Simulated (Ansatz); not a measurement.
# Twisted Ti2CO2 MXene bilayer, 21.79° (70 atoms): geometry optimisation

How does twisted Ti2CO2 MXene bilayer, 21.79° (70 atoms) relax, and what do bonds, charges and levels look like afterwards?

Method: Kohn-Sham DFT, PBEsol, PAW (set soft_2), plane waves, in Ansatz 0.2.0.

## Step 1: The starting structure

The cell holds 70 atoms: 14 C, 28 Ti and 28 O. Cell: a = 8.017 Å, b = 8.017 Å, c = 23.630 Å, α = 90.0°, β = 90.0°, γ = 120.0°. It derives from Ti2CO2 (Ti2CO2 MXene). Ti2CO2 MXene (a = 3.03 Å) under Ti2CO2 MXene (a = 3.03 Å), bilayer, commensurate cell of 7 unit cells a layer, twist 21.79 deg; facing planes 2.75 Å apart; 12 Å of vacuum; layers as built, displaced by a Gaussian of 0.01 Å. Regions: layer 1, 35 atoms (7 C, 14 Ti and 14 O); layer 2, 35 atoms (7 C, 14 Ti and 14 O). Vacuum lies along c.

Limits known from the start: The functional has no dispersion term, which matters for the binding between molecules or layers. The main run has no spin polarisation, so moments on Ti can't form in it, and no Hubbard term.

## Step 2: Single point at the start

A single point comes first, to see the forces before anything moves.

File input.yaml:

```yaml
crystal:
  lattice:
    - [8.0166, 0.0, 0.0]
    - [-4.0083, 6.94258, 0.0]
    - [0.0, 0.0, 23.63]
  atoms:
    - { symbol: C, position: [0.99746, 0.99652, 0.34814] }
    - { symbol: Ti, position: [0.18938, 0.2367, 0.40296] }
    - { symbol: Ti, position: [0.23949, 0.05155, 0.29185] }
    - { symbol: O, position: [0.24032, 0.04828, 0.44232] }
    - { symbol: O, position: [0.19151, 0.23875, 0.25472] }
    - { symbol: C, position: [0.14183, 0.42845, 0.3474] }
    - { symbol: Ti, position: [0.33401, 0.66912, 0.40333] }
    - { symbol: Ti, position: [0.38277, 0.47708, 0.29206] }
    - { symbol: O, position: [0.38234, 0.47754, 0.44124] }
    - { symbol: O, position: [0.33212, 0.66501, 0.25418] }
    - { symbol: C, position: [0.28475, 0.85535, 0.34771] }
    - { symbol: Ti, position: [0.47625, 0.09644, 0.40342] }
    - { symbol: Ti, position: [0.52304, 0.90528, 0.29239] }
    - { symbol: O, position: [0.5227, 0.90463, 0.44183] }
    - { symbol: O, position: [0.47696, 0.09464, 0.25367] }
    - { symbol: C, position: [0.42959, 0.28673, 0.34694] }
    - { symbol: Ti, position: [0.61838, 0.52245, 0.40343] }
    - { symbol: Ti, position: [0.66572, 0.33383, 0.29221] }
    - { symbol: O, position: [0.66715, 0.33375, 0.44217] }
    - { symbol: O, position: [0.6197, 0.524, 0.25372] }
    - { symbol: C, position: [0.57216, 0.71622, 0.34805] }
    - { symbol: Ti, position: [0.76341, 0.95058, 0.40347] }
    - { symbol: Ti, position: [0.80879, 0.76164, 0.2926] }
    - { symbol: O, position: [0.81095, 0.76162, 0.44137] }
    - { symbol: O, position: [0.76083, 0.95236, 0.25396] }
    - { symbol: C, position: [0.71311, 0.14339, 0.34837] }
    - { symbol: Ti, position: [0.90562, 0.38338, 0.40393] }
    - { symbol: Ti, position: [0.95149, 0.19273, 0.29244] }
    - { symbol: O, position: [0.95299, 0.18879, 0.44192] }
    - { symbol: O, position: [0.90655, 0.38173, 0.2539] }
    - { symbol: C, position: [0.8605, 0.57125, 0.34842] }
    - { symbol: Ti, position: [0.04656, 0.808, 0.40334] }
    - { symbol: Ti, position: [0.09659, 0.62017, 0.29222] }
    - { symbol: O, position: [0.09547, 0.61888, 0.44177] }
    - { symbol: O, position: [0.0488, 0.81049, 0.25331] }
    - { symbol: C, position: [0.14182, 0.71295, 0.65173] }
    - { symbol: Ti, position: [0.37864, 0.90244, 0.70739] }
    - { symbol: Ti, position: [0.33127, 0.66726, 0.59637] }
    - { symbol: O, position: [0.33151, 0.66533, 0.74547] }
    - { symbol: O, position: [0.38042, 0.90522, 0.55876] }
    - { symbol: C, position: [0.00233, 0.0018, 0.65176] }
    - { symbol: Ti, position: [0.23955, 0.19121, 0.7082] }
    - { symbol: Ti, position: [0.18997, 0.9519, 0.59694] }
    - { symbol: O, position: [0.19005, 0.95153, 0.74667] }
    - { symbol: O, position: [0.2368, 0.18805, 0.55869] }
    - { symbol: C, position: [0.28855, 0.42989, 0.65224] }
    - { symbol: Ti, position: [0.52387, 0.61818, 0.70805] }
    - { symbol: Ti, position: [0.47524, 0.38048, 0.59711] }
    - { symbol: O, position: [0.47728, 0.38027, 0.74699] }
    - { symbol: O, position: [0.5242, 0.61858, 0.55895] }
    - { symbol: C, position: [0.57382, 0.85699, 0.65212] }
    - { symbol: Ti, position: [0.80976, 0.04827, 0.70814] }
    - { symbol: Ti, position: [0.7623, 0.8095, 0.59715] }
    - { symbol: O, position: [0.76278, 0.80978, 0.74599] }
    - { symbol: O, position: [0.80954, 0.04619, 0.55828] }
    - { symbol: C, position: [0.43108, 0.14693, 0.65164] }
    - { symbol: Ti, position: [0.66982, 0.33237, 0.70748] }
    - { symbol: Ti, position: [0.61998, 0.09705, 0.59693] }
    - { symbol: O, position: [0.61976, 0.09651, 0.74634] }
    - { symbol: O, position: [0.66575, 0.33166, 0.55849] }
    - { symbol: C, position: [0.7142, 0.56934, 0.65282] }
    - { symbol: Ti, position: [0.95409, 0.76319, 0.70796] }
    - { symbol: Ti, position: [0.90402, 0.52296, 0.59711] }
    - { symbol: O, position: [0.90495, 0.52482, 0.74608] }
    - { symbol: O, position: [0.95367, 0.76313, 0.55762] }
    - { symbol: C, position: [0.85543, 0.28489, 0.65216] }
    - { symbol: Ti, position: [0.0948, 0.47407, 0.7081] }
    - { symbol: Ti, position: [0.04718, 0.23917, 0.59679] }
    - { symbol: O, position: [0.04807, 0.23963, 0.74575] }
    - { symbol: O, position: [0.09621, 0.47869, 0.55864] }
kpoints:
  mp_grid: { grid: [3, 3, 1] }
hamiltonian:
  xc: pbesol
scf:
  occupations: { method: gaussian, width: 0.05 }
output:
  forces: true
```

Run with:

```bash
ansatz run input.yaml --threads 4 --pin off --max-ram 15872MiB --backend cpu --events-out ev --progress --plain --runs-dir out
```

Numbers of over 12 decimals in the logs are rounded to 6 here.

Output:

```text
Engine: ansatz 0.2.0, aarch64-unknown-linux-gnu
Pseudopotentials: kind: paw
Pseudopotential: C, paw, valence charge 4, recommended cutoff 420 eV (normal), C.paw.azcp
Pseudopotential: Ti, paw, valence charge 12, recommended cutoff 420 eV (normal), Ti.paw.azcp
Pseudopotential: O, paw, valence charge 6, recommended cutoff 420 eV (normal), O.paw.azcp
Functional definition: PBEsol
  exchange = pbesol_x
  correlation = pbesol_c
Crystal: 70 atoms, lattice volume = 1315.149 Å³
Basis set: ecut = 420 eV, 25825 PW (Γ), exchange–correlation on 108×108×320 points (8 copies of the dense FFT grid, shifted against one another)
Bands: 350, of which v1, the nominal top of the filled ones, is band 280 counted from 1 (279 counted from 0)
Symmetry: 1 space group operations
Space group: P1 (ITA 1), of the structure as read, at distance tolerance 1.1e-4 Å
k-points: 5 of 9 (time reversal used)
Non-local potential: C, projectors of the file, l = 0: 2, l = 1: 2, l = 2: 1
Non-local potential: Ti, projectors of the file, l = 0: 3, l = 1: 2, l = 2: 3, l = 3: 1
Non-local potential: O, projectors of the file, l = 0: 2, l = 1: 2, l = 2: 1
PAW form: soft (Blöchl's): semilocal exchange-correlation on the pseudo side does not see the compensation charge
PAW frozen core: C, regenerated for the run's functional, and the local potential with it (the file was generated under x = pbe(κ = 0.804, μ = 0.219515), c = pbe(β = 0.066725))
PAW frozen core: Ti, regenerated for the run's functional, and the local potential with it (the file was generated under x = pbe(κ = 0.804, μ = 0.219515), c = pbe(β = 0.066725))
PAW frozen core: O, regenerated for the run's functional, and the local potential with it (the file was generated under x = pbe(κ = 0.804, μ = 0.219515), c = pbe(β = 0.066725))
PAW one-centre angular grid: C, 110 points (default); XC on 64 Gauss nodes
PAW one-centre angular grid: Ti, 590 points (default); XC on 64 Gauss nodes
PAW one-centre angular grid: O, 110 points (default); XC on 64 Gauss nodes
Initial density: superposition of atomic densities (neutral atoms: chi_scale 0, normalization atom), corrected by the library's trained network
Initial wavefunctions: pseudopotential atomic-orbital guess
Functional: x = pbesol(κ = 0.804, μ = 0.123457), c = pbesol(β = 0.046)
SCF iter   1: F=—  HF=-88502.446327 eV  |F-HF|=—  |Δ(HF+E_count)|=         —  Δρ=9.92e-3  dr2=1.19e0  ethr=1.77e-3  ⟨swp⟩=6.6  Hψ=7448  notcnv=0
preconditioner: auto → Resta (q_TF=auto, 2.366 Å⁻¹)  ε∞=5.8  [insulator: Δε(μ)=0.310 eV  Ē_g=8.571 eV  σ=0.050 eV  W_gap=1.00  n_scr=262 (ndim 8)  ℏωp=18.8 eV  f_vac=0.428  D(μ)=0.00/eV (n_scr^D=0)  ε∞_Penn≈5.8  vacuum switching on, ρ_ref=5.3e-3 e/Å³]
SCF iter   2: F=—  HF=-88502.275642 eV  |F-HF|=—  |Δ(HF+E_count)|=   1.71e-1  Δρ=5.38e-3  dr2=5.83e-1  ethr=2.13e-4  ⟨swp⟩=2.0  Hψ=2925  notcnv=0  defer=280
SCF iter   3: F=—  HF=-88502.207028 eV  |F-HF|=—  |Δ(HF+E_count)|=   6.86e-2  Δρ=1.96e-3  dr2=7.57e-2  ethr=1.04e-4  ⟨swp⟩=2.2  Hψ=2170  notcnv=0  defer=155
automatic band count: iteration 3 solves 325 bands in place of 350: the levels show a gap, and the empty bands left out lie too high to hold charge; the band table lists the bands solved (type scf.n_extra_bands for more)
SCF iter   4: F=—  HF=-88502.201764 eV  |F-HF|=—  |Δ(HF+E_count)|=   5.26e-3  Δρ=9.74e-4  dr2=3.44e-2  ethr=1.35e-5  ⟨swp⟩=3.2  Hψ=2522  notcnv=0  defer=155
SCF iter   5: F=—  HF=-88502.199571 eV  |F-HF|=—  |Δ(HF+E_count)|=   2.19e-3  Δρ=4.14e-4  dr2=6.25e-3  ethr=6.15e-6  ⟨swp⟩=2.0  Hψ=2092  notcnv=0  defer=155
SCF iter   6: F=—  HF=-88502.199267 eV  |F-HF|=—  |Δ(HF+E_count)|=   3.04e-4  Δρ=2.67e-4  dr2=1.93e-3  ethr=1.12e-6  ⟨swp⟩=2.4  Hψ=2239  notcnv=0  defer=155
SCF iter   7: F=—  HF=-88502.199025 eV  |F-HF|=—  |Δ(HF+E_count)|=   2.42e-4  Δρ=1.02e-4  dr2=2.87e-4  ethr=3.45e-7  ⟨swp⟩=2.2  Hψ=2136  notcnv=0  defer=155
SCF iter   8: F=—  HF=-88502.199096 eV  |F-HF|=—  |Δ(HF+E_count)|=   7.11e-5  Δρ=6.09e-5  dr2=9.78e-5  ethr=5.12e-8  ⟨swp⟩=2.6  Hψ=2327  notcnv=0  defer=155
SCF iter   9: F=—  HF=-88502.199972 eV  |F-HF|=—  |Δ(HF+E_count)|=   8.76e-4  Δρ=2.88e-5  dr2=1.86e-5  ethr=1.75e-8  ⟨swp⟩=2.0  Hψ=2276  notcnv=0  defer=155
SCF iter  10: F=—  HF=-88502.199973 eV  |F-HF|=—  |Δ(HF+E_count)|=   8.50e-7  Δρ=9.15e-6  dr2=1.95e-6  ethr=3.32e-9  ⟨swp⟩=2.8  Hψ=2192  notcnv=0  defer=155
SCF iter  11: F=—  HF=-88502.199973 eV  |F-HF|=—  |Δ(HF+E_count)|=   5.70e-7  Δρ=8.93e-6  dr2=2.07e-6  ethr=3.49e-10  ⟨swp⟩=4.0  Hψ=3618  notcnv=0  defer=155
SCF iter  12: F=—  HF=-88502.199973 eV  |F-HF|=—  |Δ(HF+E_count)|=   1.26e-7  Δρ=3.21e-6  dr2=1.65e-7  ethr=3.49e-10  ⟨swp⟩=2.0  Hψ=2088  notcnv=0  defer=155
SCF iter  13: F=-88502.199973 eV  HF=-88502.199973 eV  |F-HF|=5.73e-9  |Δ(HF+E_count)|=   6.89e-8  Δρ=1.34e-6  dr2=4.44e-8  ethr=1.79e-11  ⟨swp⟩=4.2  Hψ=5248  notcnv=0
SCF 1 converged in 13 iterations: F = -88502.199973 eV  dr2 = 4.44e-8
  greatest PAW one-centre occupation: 0.999 electrons in one spin orbital (limit 2), on the Ti atom at site 42 (counted from 0), in its partial waves of l = 0
SCF converged after 13 iterations
Free energy (F): -88502.199973 eV
Harris-Foulkes:  -88502.199973 eV  (|F-HF|=5.73e-9)
Internal energy: -88502.199973 eV  (E = F + TS)
E sigma→0 (E₀):  -88502.199973 eV
Entropy (-TS):   -0.000001 eV (-0.000 meV/atom)
Fermi energy:    4.359569 eV
--- Per-component energies (eV) ---
  E_band       = -8876.971165
  E_kinetic    = 13740.552313
  E_local      = -396083.226788  (includes V_loc(G=0)·N_el)
  E_nonlocal   = 1870.561742
  E_hartree    = 192125.977555
  E_xc         = -5445.674461
  E_vxc        = -6890.619511  (∫ρ·V_xc dr)
  E_paw        = -34162.586120  (= ΣΔE_a)
  E_vpaw       = -5766.320740  (= ΣTr[D̂ρ^β])
  E_aug_tail   = 0.072995  (compensation charges beyond the density's cutoff)
  E_ewald      = 139446.936563
  E_core_change = 5.186229  (= ΣΔE_core)
  E_smearing   = -0.000001  (= −TS)
  E_closure    = 0.000000  (closes the sum)
  Σ components = -88502.199973   (vs F -88502.199973, Δ=0.00e0)
--- Forces (eV/Å), atoms counted from 1 ---
  atom   1  C      0.15942165     0.30712216    -0.06597882
  atom   2  Ti    -0.13650578     0.11404964     0.05419568
  atom   3  Ti    -0.00502693    -0.52368283     0.11443372
  atom   4  O     -0.12262699    -0.00956723    -0.63786408
  atom   5  O     -0.05819021    -0.01581061     0.07766875
  atom   6  C      0.14259839    -0.08958421     0.19986084
  atom   7  Ti     0.13114381    -0.06344726    -0.16718446
  atom   8  Ti    -0.24932559     0.08272798     0.23194100
  atom   9  O      0.00344915    -0.19398553    -0.39845679
  atom  10  O      0.11850380     0.12911124     0.22559136
  atom  11  C      0.04170625     0.21915271     0.04812434
  atom  12  Ti     0.15296717    -0.23397964    -0.09482721
  atom  13  Ti     0.11788612     0.04874962     0.15356522
  atom  14  O      0.07117619     0.01007493    -0.42595457
[...]
atom  69  O      0.05467593    -0.08614280    -0.13244455
  atom  70  O      0.01261224    -0.20383039     0.28082266
  max |Σ_I F_I| component: 1.23e-4 eV/Å
```

Elapsed: 3.7 min, on 4 threads of Arm Neoverse N1, shared host; peak memory 7.5 GiB.

Reading the cycles: dr2 is the Hartree energy of the density residual (eV), the measure of convergence; HF is the Harris–Foulkes estimate of the energy, which meets the free energy F at convergence.

The run gave:

| Item | Value |
| --- | --- |
| free energy | -88502.2000 eV |
| free energy per atom | -1264.3171 eV/atom |
| SCF cycles | 13 |
| r.m.s. force component | 0.2132 eV/Å |
| longest force | 0.6973 eV/Å |
| Fermi energy | 4.36 eV |

The r.m.s. force component of 0.21 eV/Å sets the starting point.

Length of the force by element:

| element | coordination | atoms | mean length of the force (eV/Å) | spread | least | most |
| --- | --- | --- | --- | --- | --- | --- |
| C | all | 14 | 0.332 | 0.0883 | 0.228 | 0.598 |
| O | all | 28 | 0.401 | 0.139 | 0.0983 | 0.697 |
| Ti | all | 28 | 0.299 | 0.113 | 0.0622 | 0.536 |

## Step 3: Relaxation

The atoms are relaxed in the fixed cell, aiming at the force tolerance of the input.

input.yaml, as its differences from that of step 2:

```diff
@@ -15 +15,4 @@
   forces: true
+relax:
+  f_tol: 0.05
+  max_steps: 53
```

Output:

```text
[...]
Crystal: 70 atoms, lattice volume = 1315.149 Å³
Basis set: ecut = 420 eV, 25825 PW (Γ), exchange–correlation on 108×108×320 points (8 copies of the dense FFT grid, shifted against one another)
Bands: 350, of which v1, the nominal top of the filled ones, is band 280 counted from 1 (279 counted from 0)
Symmetry: 1 space group operations
[...]
k-points: 5 of 9 (time reversal used)
[...]
SCF iter   1: F=—  HF=-88502.446326 eV  |F-HF|=—  |Δ(HF+E_count)|=         —  Δρ=9.92e-3  dr2=1.19e0  ethr=1.77e-3  ⟨swp⟩=6.6  Hψ=7448  notcnv=0
[...]
SCF iter   9: F=-88502.199952 eV  HF=-88502.199973 eV  |F-HF|=2.08e-5  |Δ(HF+E_count)|=   1.33e-5  Δρ=3.34e-5  dr2=3.02e-5  ethr=1.12e-8  ⟨swp⟩=3.0  Hψ=5988  notcnv=0
SCF 1 converged in 9 iterations: F = -88502.199952 eV  dr2 = 3.02e-5
[...]
relax step   1: F+E_penalty+E_count = -88502.19995245 eV  Δ(F+E_penalty+E_count) = +0.000e0 eV  max|allowed force component| = 6.778e-1 eV/Å  Δτ_max = 0.0000 Å  (9 SCF iters, dr2 threshold 6.25e-5 eV, accepted)
[...]
relax step   2: F+E_penalty+E_count = -88502.55514310 eV  Δ(F+E_penalty+E_count) = -3.552e-1 eV  max|allowed force component| = 4.017e-1 eV/Å  Δτ_max = 0.1911 Å  (10 SCF iters, dr2 threshold 2.87e-5 eV, accepted)
[...]
relax step   3: F+E_penalty+E_count = -88502.65199983 eV  Δ(F+E_penalty+E_count) = -9.686e-2 eV  max|allowed force component| = 2.582e-2 eV/Å  Δτ_max = 0.0445 Å  (9 SCF iters, dr2 threshold 1.01e-5 eV, accepted)
[...]
relax step   4: F+E_penalty+E_count = -88502.65200291 eV  Δ(F+E_penalty+E_count) = -3.078e-6 eV  max|allowed force component| = 2.548e-2 eV/Å  Δτ_max = 0.0000 Å  (5 SCF iters, accepted)
SCF converged after 5 iterations
Free energy (F): -88502.652003 eV
[...]
Internal energy: -88502.652003 eV  (E = F + TS)
E sigma→0 (E₀):  -88502.652003 eV
Fermi energy:    4.388594 eV
[...]
--- Forces (eV/Å), atoms counted from 1 ---
  atom   1  C     -0.00235737     0.00068432    -0.00896882
  atom   2  Ti     0.00419478    -0.00927778     0.01813624
  atom   3  Ti    -0.00058750    -0.00522172    -0.02058267
  atom   4  O     -0.00991027    -0.00360242     0.00136056
  atom   5  O     -0.00492588     0.00044425    -0.01107101
  atom   6  C     -0.00484217     0.00290408    -0.00301137
  atom   7  Ti    -0.00253450    -0.00293311     0.01353153
  atom   8  Ti     0.00474743    -0.00120681    -0.01644344
  atom   9  O     -0.00397874     0.00461686     0.00404844
  atom  10  O      0.00006615     0.00456824    -0.01043376
  atom  11  C      0.00509679     0.00914149    -0.00274679
  atom  12  Ti     0.00029413    -0.00073143     0.01218133
  atom  13  Ti     0.00001052    -0.00291547    -0.01297010
  atom  14  O     -0.00304825     0.00366900    -0.00249550
[...]
atom  69  O      0.00043291     0.00161894     0.00576164
  atom  70  O      0.00166382    -0.00179793    -0.01192732
  max |Σ_I F_I| component: 9.57e-5 eV/Å
--- Relaxed structure (4 steps of the walk, 4 accepted, 0 SCFs on fresh bases) ---
  F+E_penalty+E_count = -88502.65200291 eV   max|allowed force component| = 2.548e-2 eV/Å
  atoms:
    - { symbol: C, position: [1.000431, 1.000331, 0.342127] }
    - { symbol: Ti, position: [0.190696, 0.238728, 0.396700] }
    - { symbol: Ti, position: [0.238423, 0.048286, 0.287491] }
    - { symbol: O, position: [0.238672, 0.047817, 0.434223] }
[...]
- { symbol: O, position: [0.095429, 0.475968, 0.565988] }
```

Wall time 12 min (4 threads); peak memory 7.6 GiB; 46 min of CPU time.

Step by step:

| step | energy less that of the first step (eV) | largest force component (eV/Å) |
| --- | --- | --- |
| 1 | 0.0000 | 0.6778 |
| 2 | -0.3552 | 0.4017 |
| 3 | -0.4520 | 0.0258 |
| 4 | -0.4521 | 0.0255 |

The atoms that moved most (Å):

| atom | dx | dy | dz | length |
| --- | --- | --- | --- | --- |
| O65 | -0.002 | -0.010 | 0.197 | 0.197 |
| O19 | 0.000 | -0.001 | -0.192 | 0.192 |
| O4 | -0.011 | -0.003 | -0.191 | 0.192 |
| O29 | -0.010 | 0.016 | -0.182 | 0.183 |
| O55 | -0.005 | 0.008 | 0.181 | 0.181 |
| O60 | 0.003 | 0.011 | 0.180 | 0.181 |
| O14 | 0.011 | 0.003 | -0.180 | 0.180 |
| O34 | -0.002 | 0.004 | -0.179 | 0.179 |

The relaxation changed the energy by -6.46 meV/atom, and atoms moved by 0.14 Å r.m.s., 0.20 Å at most.

[end of part 1 of 2]

[Logs are printed without paths, hosts, clocks, repeated set-up lines and the standing remarks that a program may print on its own settings, such as how far it seeks lower states.]

[Hosts, paths, dates, database ids (printed as entryN), source tags and the programs' standing remarks are cut or masked in the printed files.]
